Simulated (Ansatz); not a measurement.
# Formation energy and levels of the self-interstitial F_i (7-fold void) in KYBeF6 (P2_1/m)

Wanted: the transition levels of a self-interstitial in KYBeF6 (P2_1/m), from a cell of 72 host atoms with 1 F put in.

Calculated with Ansatz 0.2.0; place-levels on PBEsol runs: charge-transition levels and formation energies with image-charge correction and potential alignment at the atomic sites.

## Step 1: The structure

The cell holds 73 atoms: 8 K, 8 Y, 8 Be and 49 F. Cell: a = 12.537 Å, b = 9.391 Å, c = 12.537 Å, α = 111.1°, β = 125.0°, γ = 102.1°. It derives from KYBeF6 (space group P2_1/m). Nearest the centre at fractional (0.741, 0.634, 0.643): F73 at 0.00 Å, F47 at 2.10 Å, F64 at 2.11 Å, F52 at 2.11 Å, Be23 at 2.11 Å, F35 at 2.19 Å, F31 at 2.19 Å, K8 at 2.36 Å.

Screening for the image-charge correction: ε∞ = (2.20, 2.26, 2.20), ε0 = principal values (7.48, 8.83, 8.86), from a response run on this crystal (DFPT, PBEsol) at that run's own cell.

The cell's shortest repeat is 9.4 Å.

## Step 2: What was run first

A transition level is the Fermi level at which two charge states cost the same, so each charge needs its own total energy, at its own relaxed structure.

Random displacements of about 0.05 Å break the site symmetry at the start, so that the relaxation can reach a distorted minimum if there is one. Forces are taken at one point at (¼, ¼, ¼). The cell holds 1 electron more than the neutral one, with a uniform background that keeps it neutral on the whole.

The sampling was tested on the host first: at the k-points planned (1x1x1 shifted 0.25 0.25 0.25) its energy lies 0.000 eV an atom from the dense-mesh value, under the bound of 0.02 eV set for this test; that bounds the host's error, not the defect's.

One state's input; the others differ in charge, spin, start and seed, and in occupations where the table says so.

qm1.relax/input.yaml reads:

```yaml
crystal:
  lattice:
    - [-9.05924232, 5.78791686, 6.45045802]
    - [3.61592523, -5.78791686, 6.45034546]
    - [9.05924232, 5.78791686, -6.45045802]
  atoms:
    - { symbol: K, position: [0.22722502, 0.13648178, 0.15925677] }
    - { symbol: K, position: [0.22722502, 0.63648178, 0.65925677] }
    - { symbol: K, position: [0.72722502, 0.13648178, 0.65925677] }
    - { symbol: K, position: [0.72722502, 0.63648178, 0.15925677] }
    - { symbol: K, position: [0.27277498, 0.36351822, 0.84074323] }
    - { symbol: K, position: [0.27277498, 0.86351822, 0.34074323] }
    - { symbol: K, position: [0.77277498, 0.36351822, 0.34074323] }
    - { symbol: K, position: [0.77277498, 0.86351822, 0.84074323] }
    - { symbol: "Y", position: [0.03524473, 0.10418632, 0.31894159] }
    - { symbol: "Y", position: [0.03524473, 0.60418632, 0.81894159] }
    - { symbol: "Y", position: [0.53524473, 0.10418632, 0.81894159] }
    - { symbol: "Y", position: [0.53524473, 0.60418632, 0.31894159] }
    - { symbol: "Y", position: [0.46475527, 0.39581368, 0.68105841] }
    - { symbol: "Y", position: [0.46475527, 0.89581368, 0.18105841] }
    - { symbol: "Y", position: [0.96475527, 0.39581368, 0.18105841] }
    - { symbol: "Y", position: [0.96475527, 0.89581368, 0.68105841] }
    - { symbol: Be, position: [0.39347576, 0.15263366, 0.0091579] }
    - { symbol: Be, position: [0.39347576, 0.65263366, 0.5091579] }
    - { symbol: Be, position: [0.89347576, 0.15263366, 0.5091579] }
    - { symbol: Be, position: [0.89347576, 0.65263366, 0.0091579] }
    - { symbol: Be, position: [0.10652424, 0.34736634, 0.9908421] }
    - { symbol: Be, position: [0.10652424, 0.84736634, 0.4908421] }
    - { symbol: Be, position: [0.60652424, 0.34736634, 0.4908421] }
    - { symbol: Be, position: [0.60652424, 0.84736634, 0.9908421] }
    - { symbol: F, position: [0.43536177, 0.0875511, 0.1178571] }
    - { symbol: F, position: [0.43536177, 0.5875511, 0.6178571] }
    - { symbol: F, position: [0.93536177, 0.0875511, 0.6178571] }
    - { symbol: F, position: [0.93536177, 0.5875511, 0.1178571] }
    - { symbol: F, position: [0.06463823, 0.4124489, 0.8821429] }
    - { symbol: F, position: [0.06463823, 0.9124489, 0.3821429] }
    - { symbol: F, position: [0.56463823, 0.4124489, 0.3821429] }
    - { symbol: F, position: [0.56463823, 0.9124489, 0.8821429] }
    - { symbol: F, position: [0.280306, 0.4124489, 0.09781068] }
    - { symbol: F, position: [0.280306, 0.9124489, 0.59781068] }
    - { symbol: F, position: [0.780306, 0.4124489, 0.59781068] }
    - { symbol: F, position: [0.780306, 0.9124489, 0.09781068] }
    - { symbol: F, position: [0.219694, 0.0875511, 0.90218932] }
    - { symbol: F, position: [0.219694, 0.5875511, 0.40218932] }
    - { symbol: F, position: [0.719694, 0.0875511, 0.40218932] }
    - { symbol: F, position: [0.719694, 0.5875511, 0.90218932] }
    - { symbol: F, position: [0.42004959, 0.07283435, 0.90278477] }
    - { symbol: F, position: [0.42004959, 0.57283435, 0.40278477] }
    - { symbol: F, position: [0.92004959, 0.07283435, 0.40278477] }
    - { symbol: F, position: [0.92004959, 0.57283435, 0.90278477] }
    - { symbol: F, position: [0.07995041, 0.42716565, 0.09721523] }
    - { symbol: F, position: [0.07995041, 0.92716565, 0.59721523] }
    - { symbol: F, position: [0.57995041, 0.42716565, 0.59721523] }
    - { symbol: F, position: [0.57995041, 0.92716565, 0.09721523] }
    - { symbol: F, position: [0.23144994, 0.32266075, 0.58934141] }
    - { symbol: F, position: [0.23144994, 0.82266075, 0.08934141] }
    - { symbol: F, position: [0.73144994, 0.32266075, 0.08934141] }
    - { symbol: F, position: [0.73144994, 0.82266075, 0.58934141] }
    - { symbol: F, position: [0.26855006, 0.17733925, 0.41065859] }
    - { symbol: F, position: [0.26855006, 0.67733925, 0.91065859] }
    - { symbol: F, position: [0.76855006, 0.17733925, 0.91065859] }
    - { symbol: F, position: [0.76855006, 0.67733925, 0.41065859] }
    - { symbol: F, position: [0.01668066, 0.17733925, 0.15878919] }
    - { symbol: F, position: [0.01668066, 0.67733925, 0.65878919] }
    - { symbol: F, position: [0.51668066, 0.17733925, 0.65878919] }
    - { symbol: F, position: [0.51668066, 0.67733925, 0.15878919] }
    - { symbol: F, position: [0.48331934, 0.32266075, 0.84121081] }
    - { symbol: F, position: [0.48331934, 0.82266075, 0.34121081] }
    - { symbol: F, position: [0.98331934, 0.32266075, 0.34121081] }
    - { symbol: F, position: [0.98331934, 0.82266075, 0.84121081] }
    - { symbol: F, position: [0.49520035, 0.3647579, 0.11955755] }
    - { symbol: F, position: [0.49520035, 0.8647579, 0.61955755] }
    - { symbol: F, position: [0.99520035, 0.3647579, 0.61955755] }
    - { symbol: F, position: [0.99520035, 0.8647579, 0.11955755] }
    - { symbol: F, position: [0.00479965, 0.1352421, 0.88044245] }
    - { symbol: F, position: [0.00479965, 0.6352421, 0.38044245] }
    - { symbol: F, position: [0.50479965, 0.1352421, 0.38044245] }
    - { symbol: F, position: [0.50479965, 0.6352421, 0.88044245] }
    - { symbol: F, position: [0.741077, 0.634433, 0.643356] }
  host:
    repeats: [1, 1, 1]
    atoms:
      - { symbol: K, position: [0.22722502, 0.13648178, 0.15925677] }
      - { symbol: K, position: [0.22722502, 0.63648178, 0.65925677] }
      # ... 70 more atoms of the perfect host
total_charge: -1
basis:
  ecutwfc: 420
  xc_grid: 2
hamiltonian:
  xc: pbesol
kpoints:
  mp_grid: { grid: [1, 1, 1], shift: [0.25, 0.25, 0.25] }
scf:
  occupations: { method: fixed }
  max_iter: 80
output:
  forces: true
  charged_corrections:
    epsilon: [2.2, 2.26, 2.2]
    static_epsilon: [[7.72, 0.0, 0.52], [0.0, 8.83, 0.0], [0.52, 0.0, 8.62]]
    defect_position: [0.741077, 0.634433, 0.643356]
relax:
  f_tol: 0.02
  max_steps: 80
  random_displacement: { amplitude: 0.05, seed: 2427 }
checkpoint:
  write: "../qm1.relax.run"
  compress: false
  write_wavefunctions: true
  write_every: 100000
```

On the command line:

```console
$ ansatz run input.yaml --threads 4 --pin off --max-ram 7536MiB --backend cpu --events-out ev --progress --plain --runs-dir out
```

Defect states can disperse in a cell of this size, so the energy is taken again at a 2×2×2 shifted mesh, on the relaxed structure.

The run of this state that the levels use, under PBEsol:

qm1.point/input.yaml reads:

```yaml
crystal:
  checkpoint: "../qm1.relax.run"
  host: checkpoint
total_charge: -1
basis:
  ecutwfc: 420
  xc_grid: 2
hamiltonian:
  xc: pbesol
kpoints:
  mp_grid: { grid: [2, 2, 2], shift: [0.5, 0.5, 0.5] }
scf:
  occupations: { method: fermi_dirac, width: 0.01 }
  max_iter: 80
output:
  forces: true
  eigenvalues: true
  charged_corrections:
    epsilon: [2.2, 2.26, 2.2]
    static_epsilon: [[7.72, 0.0, 0.52], [0.0, 8.83, 0.0], [0.52, 0.0, 8.62]]
    defect_position: [0.741077, 0.634433, 0.643356]
  eigenstates: { localisation: true }
  populations: true
  band_densities: [{ bands: [v1, v1] }, { bands: [c1, c1] }]
  write_density: true
  write_potential: true
  volumetric_format: npy
checkpoint:
  read: "../qm1.relax.run"
  write: "../qm1.point.run"
  compress: false
  write_wavefunctions: false
  write_every: 100000
```

Relaxations under PBEsol at one point at (¼, ¼, ¼); times on 4 threads of Arm Neoverse V2, shared host:

```csv
charge,moment (μB),occupations,outcome,steps,largest displacement against the far atoms (Å),time
−1,0,fixed,converged,12,1.32,2.5 min
0,1,fixed,converged,16,1.25,8.1 min
+1,0,fixed,not converged,-,-,68 s
+1,0,fermi-dirac,converged,17,0.76,4.9 min
+1,2,fixed,not converged,-,-,2.4 min
+1,2,fermi-dirac,converged,31,1.31,29 min
```

Single points under PBEsol at a 2×2×2 shifted mesh; times on 4 threads of Arm Neoverse V2, shared host:

```csv
charge,moment (μB),occupations,outcome,time
−1,0,fermi-dirac,converged,1.7 min
0,1,fermi-dirac,converged,3.6 min
+1,0,fermi-dirac,converged,2 min
+1,2,fermi-dirac,converged,6.3 min
```

Distances (Å) from F73 to the nearest atoms after relaxation with PBEsol:

```csv
charge,moment (μB),1.,2.,3.,4.,5.,6.
−1,0,Y 2.24,Y 2.32,F 2.37,F 2.52,F 2.54,K 2.55
0,1,F 1.93,Y 2.39,Y 2.45,F 2.54,F 2.59,K 2.60
+1,0,F 1.65,F 1.78,Be 2.39,F 2.46,K 2.52,F 2.58
+1,2,F 1.94,Y 2.38,Y 2.43,F 2.57,F 2.58,K 2.61
```

## Step 3: Placing the levels, PBEsol

A charged cell interacts with its images and the background, and its potential has another zero than the host's. place-levels removes the first by a point-charge model, screened by the static dielectric constant since the ions have relaxed around the charge, and the second by comparing potentials at atoms far from the defect.

The host is a run of the defect-free crystal in the same cutoffs, grids and k-points, so that basis and sampling errors cancel in part in the differences. Its band edges come from a run of the primitive cell that searches the zone for them. Chemical potentials are energies per atom of F (F2 molecule), run with the same functional and cutoff.

levels.point.yaml reads:

```yaml
host:
  run: host.point.run
  levels_from: { run: edges.point.run }
states: [qm1.point.run, q0_M1.point.run, qp1.point.run, qp1_M2.point.run]
geometry_from:
  qm1.point.run: qm1.relax.run
  q0_M1.point.run: q0_M1.relax.run
  qp1.point.run: qp1.relax_smeared.run
  qp1_M2.point.run: qp1_M2.relax_smeared.run
  host.point.run: host.relax.run
chemical_potentials:
  F:
    energy: -797.642924
    dataset: <sha256 of the dataset>
epsilon: [2.2, 2.26, 2.2]
static_epsilon:
  - [7.72, 0.0, 0.52]
  - [0.0, 8.83, 0.0]
  - [0.52, 0.0, 8.62]
vertical:
  - { from: qm1.point.run, to: qm1.point_neutral.run }
  - { from: qp1.point.run, to: qp1.point_neutral.run }
  - { from: qp1_M2.point.run, to: qp1_M2.point_neutral.run }
```

On the command line:

```console
$ ansatz place-levels levels.point.yaml -- --threads 4 --pin off --max-ram 7536MiB
```

Numbers of over 12 decimals in the logs are rounded to 6 here.

The log of the run:

```text
[... repeated set-up lines and file paths are left out, and long positions are rounded to six places ...]
(+1/0) 0.000 eV above the valence edge (-0.139 eV without the band-filling correction), 7.481 eV under the conduction edge
(0/-1) 1.018 eV above the valence edge, 6.463 eV under the conduction edge
formation energy of charge +1: +0.699 eV with the Fermi level at the valence edge
formation energy of charge 0: +0.699 eV with the Fermi level at the valence edge
formation energy of charge -1: +1.717 eV with the Fermi level at the valence edge
vertical -1 to 0: no energy, since no alignment is typed
  the change from vertical[0].from (qm1.point.run) to vertical[0].to (qm1.point_neutral.run): by its potential at epsilon [2.2, 2.26, 2.2] it stands at 0.988 0.866 0.790, with an rms radius of about 3.7 Å (2.4 1.7 2.2 Å across the planes of the cell's [...]
vertical +1 to 0: no energy, since no alignment is typed
  the change from vertical[1].from (qp1.point.run) to vertical[1].to (qp1.point_neutral.run): by its spins about the atoms it stands at 0.788 0.657 0.727, with an rms radius of about 2.0 Å (1.3 1.2 1.0 Å across the planes of the cell's vectors); [...]
vertical +1 to 0: no energy, since no alignment is typed
  the change from vertical[2].from (qp1_M2.point.run) to vertical[2].to (qp1_M2.point_neutral.run): by its potential at epsilon [2.2, 2.26, 2.2] it stands at 0.203 0.956 0.491, with an rms radius of about 4.5 Å (2.8 2.3 2.7 Å across the planes of the cell's [...]
  edges by pbesol of host.levels_from (edges.point.run), its mesh sampled to repeats of 28.94 Å (the valence edge +0.027 eV and the conduction edge -0.314 eV from those of the host's own run), gap 7.481 eV; the host is sampled to repeats of 23.15 Å
  the defect's cells are sampled to repeats of 23.15 Å, like sampling
  charge +1: -82557.5685 eV with its correction of +0.187 eV, at epsilon [[7.72, 0, 0.52], [0, 8.83, 0], [0.52, 0, 8.62]], aligned at sites: -0.0567 eV, mean over 42 atomic sites at or beyond 4.70 Å from the defect at [0.7411, 0.6344, 0.6434], with -0.004278 [...]
  states[3] (qp1_M2.point.run): levels filled in part (TS 0.008 eV): its energy is of no whole electron's
  charge 0: +0.000 eV for its dipole among its images, +0.002 omitted
  charge -1: -82552.3090 eV with its correction of +0.117 eV, at epsilon [[7.72, 0, 0.52], [0, 8.83, 0], [0.52, 0, 8.62]], aligned at sites: +0.1265 eV, mean over 42 atomic sites at or beyond 4.70 Å from the defect at [0.7411, 0.6344, 0.6434], with +0.012123 [...]
  charge +1: states[2] (qp1.point.run) stands 0.018 eV higher, with a moment of 0.00 μB against 2.00
  of states[3] (qp1_M2.point.run): it parts from the run at its places by a charge that spreads by about 2.7 Å along one vector (1.4 Å or more is wide), by its potential at epsilon [2.2, 2.26, 2.2], taken for that of held ions (one typed too small widens it), [...]
  of states[1] (q0_M1.point.run): its alignment with the host at atomic sites is doubtful: a part of the defect, F at [0.1033, 0.8982, 0.9222], stands 3.13 Å off the defect's place or the host's site by it, at or past 2.80 Å (0.6 of the 4.70 Å from which on [...]
  of states[0] (qm1.point.run): it parts from the run at its places by a charge that spreads by about 2.4 Å along one vector (1.5 Å or more is wide), by its potential at epsilon [2.2, 2.26, 2.2], taken for that of held ions (one typed too small widens it), [...]
  of states[2] (qp1.point.run): its alignment with the host at atomic sites is doubtful: the mean over the far sites moves by +0.0533 eV from their farther parts to their nearer, more than 0.05 eV. [...]
  of vertical[0].from (qm1.point.run): its displacements don't fall off away from the defect: farther atoms stand 0.081 Å off the host's places. [...]
  vertical[0].to (qm1.point_neutral.run): levels filled in part (TS 0.010 eV): its energy is of no whole electron's
  of vertical[0].to (qm1.point_neutral.run): its displacements don't fall off away from the defect: farther atoms stand 0.081 Å off the host's places. [...]
  vertical[2].from (qp1_M2.point.run): levels filled in part (TS 0.008 eV): its energy is of no whole electron's
  of vertical[2].from (qp1_M2.point.run): its displacements don't fall off away from the defect: farther atoms stand 0.072 Å off the host's places. [...]
  of vertical[2].to (qp1_M2.point_neutral.run): its displacements don't fall off away from the defect: farther atoms stand 0.072 Å off the host's places. [...]
```

It took 0.55 s on 4 threads of Arm Neoverse V2, shared host.

Levels between the charges placed, in eV above the valence top:

```csv
,gap (eV),(+1/0),(0/−1)
PBEsol,7.48,0.00,1.02
```

Corrections by state:

```csv
charge,moment (μB),image terms and alignment (eV),band filling (eV),ε used,"over the lowest of its charge, as the program ranks them, band filling apart (eV)"
+1,2.0,0.187,-0.139,"principal values (7.48, 8.83, 8.86)",0.000
0,1.0,0.000,-,-,0.000
−1,0.0,0.117,-,"principal values (7.48, 8.83, 8.86)",0.000
+1,0.0,0.325,-,"principal values (7.48, 8.83, 8.86)",0.018
```

The charged structures listed were also run neutral, and place-levels reads from each pair, by the potential or the spins, how wide the charge is by which they differ; that can be the carrier of either run.

```csv
charge,rms radius (Å),spread where it is widest against the cell (Å),wide from (Å),reading
+1,4.5,2.70,1.42,wide
−1,3.7,2.35,1.49,wide
```

The neutral runs of these pairs need not share the spin of the lowest neutral state, and very wide values only mean spread over the cell.

From the program's caveats on the states, each cut to its opening words:

- charge +1 (2 μB): it parts from the run at its places by a charge that spreads by about 2.7 Å along one vector (1.4 Å or more is wide), by its potential at epsilon [2.2, 2.26, [...]
- charge +1 (2 μB): a band-filling correction moves a carrier to the host's band edge, which changes its energy by -0.139 eV
- charge +1 (2 μB): its alignment with the host at atomic sites is doubtful: a part of the defect, F at [0.7271, 0.9010, 0.5399], stands 3.20 Å off the defect's place or the [...]
- charge +1 (2 μB): its alignment with the host at atomic sites is doubtful: the mean over the far sites moves by +0.0541 eV from their farther parts to their nearer, more than [...]
- charge +1 (2 μB): its displacements don't fall off away from the defect: farther atoms stand 0.072 Å off the host's places
- charge 0 (1 μB): its alignment with the host at atomic sites is doubtful: a part of the defect, F at [0.1033, 0.8982, 0.9222], stands 3.13 Å off the defect's place or the [...]
- charge 0 (1 μB): its displacements don't fall off away from the defect: farther atoms stand 0.04 Å off the host's places
- charge −1: it parts from the run at its places by a charge that spreads by about 2.4 Å along one vector (1.5 Å or more is wide), by its potential at epsilon [2.2, 2.26, [...]
- charge −1: its alignment with the host at atomic sites is doubtful: a part of the defect, F at [0.1269, 0.9020, 0.9208], stands 3.34 Å off the defect's place or the [...]
- charge −1: the far atoms show a dipole or second moment of the defect's charge, for which the correction takes or leaves out 0.056 eV: further moments aren't read, and [...]
- charge −1: its displacements don't fall off away from the defect: farther atoms stand 0.081 Å off the host's places
- charge +1: its alignment with the host at atomic sites is doubtful: the mean over the far sites moves by +0.0533 eV from their farther parts to their nearer, more than [...]
- charge +1: the far atoms show a dipole or second moment of the defect's charge, for which the correction takes or leaves out 0.058 eV: further moments aren't read, and [...]

Chemical potentials of the elements' reference phases, run alike. Formation energy by charge state (elemental references; gap 7.48 eV):

```csv
charge,at valence top (eV),at conduction bottom (eV),correction included (eV)
+1,0.70,8.18,0.05
0,0.70,0.70,0.00
−1,1.72,-5.76,0.12
```

```csv
Fermi level (eV),lowest formation energy (eV)
0.00,0.70
0.68,0.70
1.36,0.36
2.04,-0.32
2.72,-1.00
3.40,-1.68
4.08,-2.37
4.76,-3.05
5.44,-3.73
6.12,-4.41
6.80,-5.08
7.48,-5.76
```

## Step 4: Results

```
gap of the host                                                             : 7.48 eV (PBEsol)
level (plus 1/0)                                                            : 0.00 eV above the valence top (-0.14 eV above the valence top without the band-filling term)
level (0/minus 1)                                                           : 1.02 eV above the valence top
lowest of the charges placed, just above the valence top (0.02 eV)          : 0
lowest of the charges placed, just below the conduction bottom (0.02 eV)    : −1
lowest formation energy at mid-gap of the charges run, elemental references : -2.02 eV
```

What this shows: Of the charges placed (−1, 0 and +1), the lowest changes at 1.02 eV (0/−1) above the valence top, in a gap of 7.48 eV. Charges below −1 were not placed, so these runs say nothing of levels that involve them. States placed: +1 at 2 μB and 0 μB; 0 at 1 μB; −1 at 0 μB. Other spin states or structures, where not listed, weren't placed. The program finds carriers beyond a band edge of the host and adds a band-filling term at charge +1 (-0.14 eV); steps to such a charge show no bound level, and a defect level inside a band would be read the same way. At charge −1, 0 and +1 the atom put in ends up to 1.3 Å from its starting place, so the name tells the start alone and the levels can join different sites. The program doubts the alignment of potentials for at least one state, a sign that the cell is small. Limits: PBEsol makes the gap too small and tends to spread out bound carriers; where a gas molecule sets a chemical potential or the host's formation energy, its binding is uncorrected.

[Logs are printed without paths, hosts, clocks, repeated set-up lines and the standing remarks that a program may print on its own settings, such as how far it seeks lower states.]

[Hosts, paths, dates, database ids (printed as entryN), source tags and the programs' standing remarks are cut or masked in the printed files.]

[Where a table of states has a column of steps, it counts the stored structures, which are thinned; the runs took as many ionic steps or more.]

[A defect's name tells the site on which it was built; relaxed atoms can leave that site.]

[For some hosts the program warned that the k-mesh of the response run may be too coarse for force constants and the static dielectric constant; such warnings are not shown here.]
